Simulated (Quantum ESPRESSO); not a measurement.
# AlN(11-20), stepped through the number of layers, part 12 of 15

Wanted: a table for AlN(11-20) against the number of layers, and what can be fitted to it.

Quantum ESPRESSO 7.5; plane-wave DFT, PBE, GBRV ultrasoft pseudopotentials.

So far. Step 17 (Relaxing the ions, 5 layers): The relaxation lowers the energy by 78 meV an atom. Step 21 (Relaxation with pw.x, 6 layers): The relaxation lowers the energy by 65 meV an atom.

## 22. SCF with pw.x, 6 layers

m3.f0.in reads:

```
&control
  prefix = 'm3.f0'
  outdir = './out'
  pseudo_dir = './pseudo'
  calculation = 'scf'
  tprnfor = .true.
  tefield = .true.
  dipfield = .true.
/
&system
  ibrav = 0
  nat = 24
  ntyp = 2
  ecutwfc = 40
  ecutrho = 200
  occupations = 'fixed'
  edir = 3
  emaxpos = 0.97
  eopreg = 0.04
  eamp = 0.0
  nbnd = 52
/
&electrons
  conv_thr = 1e-09
  mixing_beta = 0.4
  electron_maxstep = 120
  mixing_mode = 'plain'
/
ATOMIC_SPECIES
  Al  26.9815  al_pbe_v1.uspp.F.UPF
  N   14.0070  n_pbe_v1.2.uspp.F.UPF
CELL_PARAMETERS angstrom
  5.42440360500000 0.00000000000000 0.00000000000000
  0.00000000000000 5.02318495200000 0.00000000000000
  0.00000000000000 0.00000000000000 23.83892592563099
ATOMIC_POSITIONS crystal
  Al  0.364326777400 0.018823678200 0.344037634500
  Al  0.635673222600 0.518823678200 0.344037634500
  N   0.332846936200 0.373036626100 0.336180159800
  N   0.667153063800 0.873036626100 0.336180159800
  Al  0.835562113600 -0.002957192300 0.399302276500
  Al  0.164437886400 0.497042807700 0.399302276500
  N   0.833394482200 0.377997501600 0.401106817900
  N   0.166605517800 0.877997501600 0.401106817900
  Al  0.334411881400 -0.001399953400 0.467763681500
  Al  0.665588118600 0.498600046600 0.467763681500
  N   0.331512043800 0.380499339800 0.466887890100
  N   0.668487956200 0.880499339800 0.466887890100
  Al  0.834411881400 -0.001399953400 0.532236318500
  Al  0.165588118600 0.498600046600 0.532236318500
  N   0.831512043800 0.380499339800 0.533112109900
  N   0.168487956200 0.880499339800 0.533112109900
  Al  0.335562113600 -0.002957192300 0.600697723500
  Al  0.664437886400 0.497042807700 0.600697723500
  N   0.333394482200 0.377997501600 0.598893182100
  N   0.666605517800 0.877997501600 0.598893182100
  Al  0.864326777400 0.018823678200 0.655962365500
  Al  0.135673222600 0.518823678200 0.655962365500
  N   0.832846936200 0.373036626100 0.663819840200
  N   0.167153063800 0.873036626100 0.663819840200
K_POINTS automatic
  4 4 1 0 0 0
```

Launch:

```
> OMP_NUM_THREADS=1 mpirun -n 4 pw.x -nk 1 -in m3.f0.in > m3.f0.out
```

Output:

```text
[banner, memory and clock lines left out]
Program PWSCF v.7.5 starts
[...]
number of electrons       =        96.00
     number of Kohn-Sham states=           52
     kinetic-energy cutoff     =      40.0000  Ry
     charge density cutoff     =     200.0000  Ry
[...]
number of k points=    10
[...]
Dense  grid:   209515 G-vectors     FFT dimensions: (  48,  45, 216)
[...]
negative rho (up, down):  4.859E-04 0.000E+00
[...]
Starting wfcs are   96 randomized atomic wfcs
[...]
negative rho (up, down):  5.416E-04 0.000E+00
[...]
estimated scf accuracy    <       8.52920309 Ry
[...]
negative rho (up, down):  8.073E-04 0.000E+00
[...]
estimated scf accuracy    <       0.30315366 Ry
[...]
negative rho (up, down):  1.073E-03 0.000E+00
[...]
estimated scf accuracy    <       0.10147321 Ry
[...]
negative rho (up, down):  1.260E-03 0.000E+00
[...]
estimated scf accuracy    <       0.01900222 Ry
[...]
negative rho (up, down):  1.322E-03 0.000E+00
[...]
estimated scf accuracy    <       0.00371961 Ry
[...]
negative rho (up, down):  1.362E-03 0.000E+00
[...]
estimated scf accuracy    <       0.00019435 Ry
[...]
negative rho (up, down):  1.386E-03 0.000E+00
[...]
estimated scf accuracy    <       0.00006078 Ry
[...]
negative rho (up, down):  1.402E-03 0.000E+00
[...]
estimated scf accuracy    <       0.00001636 Ry
[...]
negative rho (up, down):  1.411E-03 0.000E+00
[...]
estimated scf accuracy    <       0.00000701 Ry
[...]
negative rho (up, down):  1.416E-03 0.000E+00
[...]
estimated scf accuracy    <       0.00000381 Ry
[...]
negative rho (up, down):  1.419E-03 0.000E+00
[...]
estimated scf accuracy    <       0.00000020 Ry
[...]
negative rho (up, down):  1.421E-03 0.000E+00
[...]
estimated scf accuracy    <       0.00000007 Ry
[...]
negative rho (up, down):  1.422E-03 0.000E+00
[...]
estimated scf accuracy    <          1.9E-09 Ry
[...]
negative rho (up, down):  1.423E-03 0.000E+00
[...]
Total length         43.2471 bohr
[...]
estimated scf accuracy    <          2.3E-09 Ry
[...]
negative rho (up, down):  1.424E-03 0.000E+00
[...]
Computed dipole along edir(3) :
        Dipole               -0.0000 Ry au,         -0.0000 Debye
        Dipole field         -0.0000 Ry au,
        Potential amp.        0.0000 Ry
        Total length         43.2471 bohr
[...]
highest occupied, lowest unoccupied level (ev):    -0.7542    2.1911
!    total energy              =    -324.05794211 Ry
     estimated scf accuracy    <          1.8E-10 Ry
[...]
one-electron contribution =   -3359.22900337 Ry
     hartree contribution      =    1713.58785484 Ry
     xc contribution           =    -118.06303781 Ry
     ewald contribution        =    1439.64624423 Ry
     electric field correction =       0.00000000 Ry
     convergence has been achieved in  15 iterations
     negative rho (up, down):  1.424E-03 0.000E+00
[...]
Total force =     0.000289     Total SCF correction =     0.000030
[...]
```

Run time: 1.9 min. Hardware: 4 MPI ranks of Arm Neoverse V1, shared host; peak memory 0.74 GiB.

Numbers from this step:

| Item | Value |
| --- | --- |
| free energy | -4409.0329 eV |
| dipole along the normal | 0 e·Å |
| conduction bottom, on the run's zero | 2.191 eV |
| gap by band count | 2.945 eV |

## 23. Ground state, 6 layers: field 0.1 V/Å

m3.f1.in is the input of step 22 with these lines changed:

```diff
@@ -1,3 +1,3 @@
 &control
-  prefix = 'm3.f0'
+  prefix = 'm3.f1'
   outdir = './out'
@@ -19,3 +19,3 @@
   eopreg = 0.04
-  eamp = 0.0
+  eamp = 0.00194469
   nbnd = 52
@@ -27,2 +27,3 @@
   mixing_mode = 'plain'
+  startingpot = 'file'
 /
```

Launch:

```
> cp -r out/m3.f0.save out/m3.f1.save
> OMP_NUM_THREADS=1 mpirun -n 4 pw.x -nk 1 -in m3.f1.in > m3.f1.out
```

Output:

```text
[banner, memory and clock lines left out]
Program PWSCF v.7.5 starts
[...]
number of electrons       =        96.00
     number of Kohn-Sham states=           52
     kinetic-energy cutoff     =      40.0000  Ry
     charge density cutoff     =     200.0000  Ry
[...]
number of k points=    10
[...]
Dense  grid:   209515 G-vectors     FFT dimensions: (  48,  45, 216)
[...]
The initial density is read from file :
[...]
negative rho (up, down):  1.424E-03 0.000E+00
[...]
Starting wfcs are   96 randomized atomic wfcs
[...]
negative rho (up, down):  1.424E-03 0.000E+00
[...]
estimated scf accuracy    <       0.00792493 Ry
[...]
negative rho (up, down):  1.424E-03 0.000E+00
[...]
estimated scf accuracy    <       0.00609972 Ry
[...]
negative rho (up, down):  1.424E-03 0.000E+00
[...]
estimated scf accuracy    <       0.00007538 Ry
[...]
negative rho (up, down):  1.423E-03 0.000E+00
[...]
estimated scf accuracy    <       0.00004978 Ry
[...]
negative rho (up, down):  1.423E-03 0.000E+00
[...]
estimated scf accuracy    <       0.00001221 Ry
[...]
negative rho (up, down):  1.423E-03 0.000E+00
[...]
estimated scf accuracy    <       0.00000477 Ry
[...]
negative rho (up, down):  1.423E-03 0.000E+00
[...]
estimated scf accuracy    <       0.00000168 Ry
[...]
negative rho (up, down):  1.423E-03 0.000E+00
[...]
estimated scf accuracy    <       0.00000017 Ry
[...]
negative rho (up, down):  1.423E-03 0.000E+00
[...]
estimated scf accuracy    <          4.7E-09 Ry
[...]
negative rho (up, down):  1.423E-03 0.000E+00
[...]
estimated scf accuracy    <          8.5E-09 Ry
[...]
negative rho (up, down):  1.423E-03 0.000E+00
[...]
Computed dipole along edir(3) :
        Dipole                0.2363 Ry au,          0.6006 Debye
        Dipole field          0.0007 Ry au,
        E field amplitude [Ha a.u.]:  1.9447E-03
        Potential amp.        0.1096 Ry
        Total length         43.2471 bohr
[...]
highest occupied, lowest unoccupied level (ev):    -0.7114    2.1891
!    total energy              =    -324.05840177 Ry
     estimated scf accuracy    <          7.1E-11 Ry
[...]
one-electron contribution =   -3359.22593475 Ry
     hartree contribution      =    1713.58498256 Ry
     xc contribution           =    -118.06293479 Ry
     ewald contribution        =    1439.64624423 Ry
     electric field correction =      -0.00075901 Ry
     convergence has been achieved in  11 iterations
     negative rho (up, down):  1.423E-03 0.000E+00
[...]
Total force =     0.009555     Total SCF correction =     0.000020
[...]
```

Wall time 92 s (4 MPI ranks); peak memory 0.74 GiB; 6.1 min of CPU time.

This step gave:

* free energy: -4409.0392 eV
* dipole along the normal: 0.1250 e·Å
* valence top, on the run's zero: -0.7114 eV
* conduction bottom, on the run's zero: 2.189 eV
* gap by band count: 2.900 eV

## 24. Relaxation with pw.x, 6 layers: field 0.1 V/Å

m3.r1.in is the input of step 23 with these lines changed:

```diff
@@ -1,9 +1,11 @@
 &control
-  prefix = 'm3.f1'
+  prefix = 'm3.r1'
   outdir = './out'
   pseudo_dir = './pseudo'
-  calculation = 'scf'
-  tprnfor = .true.
+  nstep = 90
+  forc_conv_thr = 6e-05
+  calculation = 'relax'
   tefield = .true.
   dipfield = .true.
+  etot_conv_thr = 1e-07
 /
@@ -20,10 +22,9 @@
   eamp = 0.00194469
-  nbnd = 52
 /
 &electrons
-  conv_thr = 1e-09
+  conv_thr = 1e-10
   mixing_beta = 0.4
   electron_maxstep = 120
-  mixing_mode = 'plain'
-  startingpot = 'file'
+/
+&ions
 /
```

Launch:

```
> OMP_NUM_THREADS=1 mpirun -n 4 pw.x -nk 1 -in m3.r1.in > m3.r1.out
```

Output:

```text
[banner, memory and clock lines left out]
Program PWSCF v.7.5 starts
[...]
number of electrons       =        96.00
     number of Kohn-Sham states=           48
     kinetic-energy cutoff     =      40.0000  Ry
     charge density cutoff     =     200.0000  Ry
[...]
number of k points=    10
[...]
Dense  grid:   209515 G-vectors     FFT dimensions: (  48,  45, 216)
[...]
negative rho (up, down):  4.859E-04 0.000E+00
[...]
Starting wfcs are   96 randomized atomic wfcs
[...]
negative rho (up, down):  5.401E-04 0.000E+00
[...]
estimated scf accuracy    <       8.55914254 Ry
[...]
negative rho (up, down):  8.109E-04 0.000E+00
[...]
estimated scf accuracy    <       0.30199548 Ry
[...]
negative rho (up, down):  1.066E-03 0.000E+00
[...]
estimated scf accuracy    <       0.10946291 Ry
[...]
negative rho (up, down):  1.259E-03 0.000E+00
[...]
estimated scf accuracy    <       0.01917735 Ry
[...]
negative rho (up, down):  1.343E-03 0.000E+00
[...]
estimated scf accuracy    <       0.00591673 Ry
[...]
negative rho (up, down):  1.368E-03 0.000E+00
[...]
estimated scf accuracy    <       0.00140422 Ry
[...]
negative rho (up, down):  1.387E-03 0.000E+00
[...]
estimated scf accuracy    <       0.00010884 Ry
[...]
negative rho (up, down):  1.403E-03 0.000E+00
[...]
estimated scf accuracy    <       0.00003000 Ry
[...]
negative rho (up, down):  1.410E-03 0.000E+00
[...]
estimated scf accuracy    <       0.00001836 Ry
[...]
negative rho (up, down):  1.415E-03 0.000E+00
[...]
estimated scf accuracy    <       0.00000086 Ry
[...]
negative rho (up, down):  1.418E-03 0.000E+00
[...]
estimated scf accuracy    <       0.00000071 Ry
[...]
negative rho (up, down):  1.420E-03 0.000E+00
[...]
estimated scf accuracy    <       0.00000005 Ry
[...]
negative rho (up, down):  1.421E-03 0.000E+00
[...]
estimated scf accuracy    <          8.4E-09 Ry
[...]
negative rho (up, down):  1.422E-03 0.000E+00
[...]
estimated scf accuracy    <          6.4E-10 Ry
[...]
negative rho (up, down):  1.423E-03 0.000E+00
[...]
estimated scf accuracy    <          6.7E-10 Ry
[...]
negative rho (up, down):  1.423E-03 0.000E+00
[...]
highest occupied level (ev):    -0.7114
!    total energy              =    -324.05840177 Ry
     estimated scf accuracy    <          6.5E-11 Ry
[...]
one-electron contribution =   -3359.22595300 Ry
     hartree contribution      =    1713.58499691 Ry
     xc contribution           =    -118.06293067 Ry
     ewald contribution        =    1439.64624423 Ry
     electric field correction =      -0.00075923 Ry
     convergence has been achieved in  16 iterations
     negative rho (up, down):  1.423E-03 0.000E+00
[...]
Total force =     0.009559     Total SCF correction =     0.000018
[...]
negative rho (up, down):  1.423E-03 0.000E+00
[...]
negative rho (up, down):  1.423E-03 0.000E+00
[...]
estimated scf accuracy    <       0.00008036 Ry
[...]
negative rho (up, down):  1.423E-03 0.000E+00
[...]
estimated scf accuracy    <       0.00004029 Ry
[...]
negative rho (up, down):  1.423E-03 0.000E+00
[...]
estimated scf accuracy    <       0.00000140 Ry
[...]
negative rho (up, down):  1.423E-03 0.000E+00
[...]
estimated scf accuracy    <       0.00000110 Ry
[...]
negative rho (up, down):  1.423E-03 0.000E+00
[...]
estimated scf accuracy    <       0.00000027 Ry
[...]
negative rho (up, down):  1.423E-03 0.000E+00
[...]
estimated scf accuracy    <       0.00000001 Ry
[...]
negative rho (up, down):  1.423E-03 0.000E+00
[...]
estimated scf accuracy    <       0.00000007 Ry
[...]
negative rho (up, down):  1.423E-03 0.000E+00
[...]
estimated scf accuracy    <          1.1E-09 Ry
[...]
negative rho (up, down):  1.423E-03 0.000E+00
[...]
estimated scf accuracy    <          6.4E-10 Ry
[...]
negative rho (up, down):  1.423E-03 0.000E+00
[...]
highest occupied level (ev):    -0.7299
!    total energy              =    -324.05845124 Ry
     estimated scf accuracy    <          5.8E-11 Ry
[...]
one-electron contribution =   -3359.23293989 Ry
     hartree contribution      =    1713.58912499 Ry
     xc contribution           =    -118.06301552 Ry
     ewald contribution        =    1439.64919608 Ry
     electric field correction =      -0.00081690 Ry
     convergence has been achieved in  10 iterations
     negative rho (up, down):  1.423E-03 0.000E+00
[...]
Total force =     0.002108     Total SCF correction =     0.000022
[...]
negative rho (up, down):  1.423E-03 0.000E+00
[...]
negative rho (up, down):  1.423E-03 0.000E+00
[...]
estimated scf accuracy    <       0.00000146 Ry
[...]
negative rho (up, down):  1.423E-03 0.000E+00
[...]
estimated scf accuracy    <       0.00000041 Ry
[...]
negative rho (up, down):  1.423E-03 0.000E+00
[...]
estimated scf accuracy    <       0.00000002 Ry
[...]
negative rho (up, down):  1.423E-03 0.000E+00
[...]
estimated scf accuracy    <          7.3E-09 Ry
[...]
negative rho (up, down):  1.423E-03 0.000E+00
[...]
estimated scf accuracy    <          1.1E-09 Ry
[...]
negative rho (up, down):  1.423E-03 0.000E+00
[...]
estimated scf accuracy    <          2.7E-10 Ry
[...]
negative rho (up, down):  1.423E-03 0.000E+00
[...]
estimated scf accuracy    <          2.7E-10 Ry
[...]
negative rho (up, down):  1.423E-03 0.000E+00
[...]
estimated scf accuracy    <          1.1E-10 Ry
[...]
negative rho (up, down):  1.423E-03 0.000E+00
[...]
highest occupied level (ev):    -0.7308
!    total energy              =    -324.05845543 Ry
     estimated scf accuracy    <          8.5E-12 Ry
[...]
one-electron contribution =   -3359.23781655 Ry
     hartree contribution      =    1713.59184188 Ry
     xc contribution           =    -118.06303508 Ry
     ewald contribution        =    1439.65137914 Ry
     electric field correction =      -0.00082481 Ry
     convergence has been achieved in   9 iterations
     negative rho (up, down):  1.423E-03 0.000E+00
[...]
Total force =     0.001539     Total SCF correction =     0.000008
[...]
negative rho (up, down):  1.423E-03 0.000E+00
[...]
negative rho (up, down):  1.423E-03 0.000E+00
[...]
estimated scf accuracy    <       0.00000079 Ry
[...]
negative rho (up, down):  1.423E-03 0.000E+00
[...]
estimated scf accuracy    <       0.00000009 Ry
[...]
negative rho (up, down):  1.423E-03 0.000E+00
[...]
estimated scf accuracy    <       0.00000001 Ry
[...]
negative rho (up, down):  1.423E-03 0.000E+00
[...]
estimated scf accuracy    <          2.8E-09 Ry
[...]
negative rho (up, down):  1.423E-03 0.000E+00
[...]
estimated scf accuracy    <          6.2E-10 Ry
[...]
negative rho (up, down):  1.423E-03 0.000E+00
[...]
estimated scf accuracy    <          8.7E-11 Ry
[...]
negative rho (up, down):  1.423E-03 0.000E+00
[...]
estimated scf accuracy    <          1.1E-11 Ry
[...]
negative rho (up, down):  1.423E-03 0.000E+00
[...]
highest occupied level (ev):    -0.7306
!    total energy              =    -324.05845854 Ry
     estimated scf accuracy    <          1.4E-12 Ry
[...]
one-electron contribution =   -3359.24415855 Ry
     hartree contribution      =    1713.59534442 Ry
     xc contribution           =    -118.06304879 Ry
     ewald contribution        =    1439.65423387 Ry
     electric field correction =      -0.00082949 Ry
     convergence has been achieved in   8 iterations
     negative rho (up, down):  1.423E-03 0.000E+00
[...]
Total force =     0.001065     Total SCF correction =     0.000001
[...]
negative rho (up, down):  1.423E-03 0.000E+00
[...]
negative rho (up, down):  1.423E-03 0.000E+00
[...]
estimated scf accuracy    <       0.00000129 Ry
[...]
negative rho (up, down):  1.423E-03 0.000E+00
[...]
estimated scf accuracy    <       0.00000013 Ry
[...]
negative rho (up, down):  1.423E-03 0.000E+00
[...]
estimated scf accuracy    <       0.00000002 Ry
[...]
negative rho (up, down):  1.423E-03 0.000E+00
[...]
estimated scf accuracy    <          4.4E-09 Ry
[...]
negative rho (up, down):  1.423E-03 0.000E+00
[...]
estimated scf accuracy    <          1.1E-09 Ry
[...]
negative rho (up, down):  1.423E-03 0.000E+00
[...]
estimated scf accuracy    <          1.2E-10 Ry
[...]
negative rho (up, down):  1.423E-03 0.000E+00
[...]
estimated scf accuracy    <          3.7E-11 Ry
[...]
negative rho (up, down):  1.423E-03 0.000E+00
[...]
highest occupied level (ev):    -0.7299
!    total energy              =    -324.05846074 Ry
     estimated scf accuracy    <          3.8E-12 Ry
[...]
one-electron contribution =   -3359.25529334 Ry
     hartree contribution      =    1713.60139596 Ry
     xc contribution           =    -118.06306167 Ry
     ewald contribution        =    1439.65933232 Ry
     electric field correction =      -0.00083401 Ry
     convergence has been achieved in   8 iterations
     negative rho (up, down):  1.423E-03 0.000E+00
[...]
Total force =     0.000553     Total SCF correction =     0.000003
[...]
negative rho (up, down):  1.423E-03 0.000E+00
[...]
negative rho (up, down):  1.423E-03 0.000E+00
[...]
estimated scf accuracy    <       0.00000008 Ry
[...]
negative rho (up, down):  1.423E-03 0.000E+00
[...]
estimated scf accuracy    <       0.00000001 Ry
[...]
negative rho (up, down):  1.423E-03 0.000E+00
[...]
estimated scf accuracy    <          2.4E-09 Ry
[...]
negative rho (up, down):  1.423E-03 0.000E+00
[...]
estimated scf accuracy    <          4.7E-10 Ry
[...]
negative rho (up, down):  1.423E-03 0.000E+00
[...]
estimated scf accuracy    <          1.1E-10 Ry
[...]
negative rho (up, down):  1.423E-03 0.000E+00
[...]
estimated scf accuracy    <          7.6E-12 Ry
[...]
negative rho (up, down):  1.423E-03 0.000E+00
[...]
highest occupied level (ev):    -0.7296
!    total energy              =    -324.05846104 Ry
     estimated scf accuracy    <          9.9E-13 Ry
[...]
one-electron contribution =   -3359.25990022 Ry
     hartree contribution      =    1713.60381229 Ry
     xc contribution           =    -118.06306580 Ry
     ewald contribution        =    1439.66152682 Ry
     electric field correction =      -0.00083414 Ry
     convergence has been achieved in   7 iterations
     negative rho (up, down):  1.423E-03 0.000E+00
[...]
Total force =     0.000404     Total SCF correction =     0.000001
[...]
negative rho (up, down):  1.423E-03 0.000E+00
[...]
negative rho (up, down):  1.423E-03 0.000E+00
[...]
estimated scf accuracy    <       0.00000013 Ry
[...]
negative rho (up, down):  1.423E-03 0.000E+00
[...]
estimated scf accuracy    <       0.00000002 Ry
[...]
negative rho (up, down):  1.423E-03 0.000E+00
[...]
estimated scf accuracy    <          3.9E-09 Ry
[...]
negative rho (up, down):  1.423E-03 0.000E+00
[...]
estimated scf accuracy    <          6.9E-10 Ry
[...]
negative rho (up, down):  1.423E-03 0.000E+00
[...]
estimated scf accuracy    <          1.4E-10 Ry
[...]
negative rho (up, down):  1.423E-03 0.000E+00
[...]
estimated scf accuracy    <          2.2E-11 Ry
[...]
negative rho (up, down):  1.423E-03 0.000E+00
[...]
estimated scf accuracy    <          3.7E-12 Ry
[...]
negative rho (up, down):  1.423E-03 0.000E+00
[...]
Computed dipole along edir(3) :
        Dipole                0.2669 Ry au,          0.6783 Debye
        Dipole field          0.0008 Ry au,
        E field amplitude [Ha a.u.]:  1.9447E-03
        Potential amp.        0.1020 Ry
        Total length         43.2471 bohr
[...]
```

The job ended after 10 min (4 MPI ranks; peak memory 0.73 GiB; 42 min of CPU time).

Hardly anything moved in the relaxation; the energy changed by under 0.2 meV an atom.

Read from the output:

| Quantity | Value |
| --- | --- |
| free energy | -4409.0400 eV |
| dipole along the normal | 0.1413 e·Å |
| valence top, on the run's zero | -0.7295 eV |

[end of part 12 of 15]

[Logs are printed without paths, hosts, clocks, repeated set-up lines and the standing remarks that a program may print on its own settings, such as how far it seeks lower states.]

[Hosts, paths, dates, database ids (printed as entryN), source tags and the programs' standing remarks are cut or masked in the printed files.]

[Maps of the electrostatic potential energy from Ansatz leave out the sawtooth potential of an applied field or a dipole correction, so their vacuum need not be flat; planar profiles and work functions include it.]
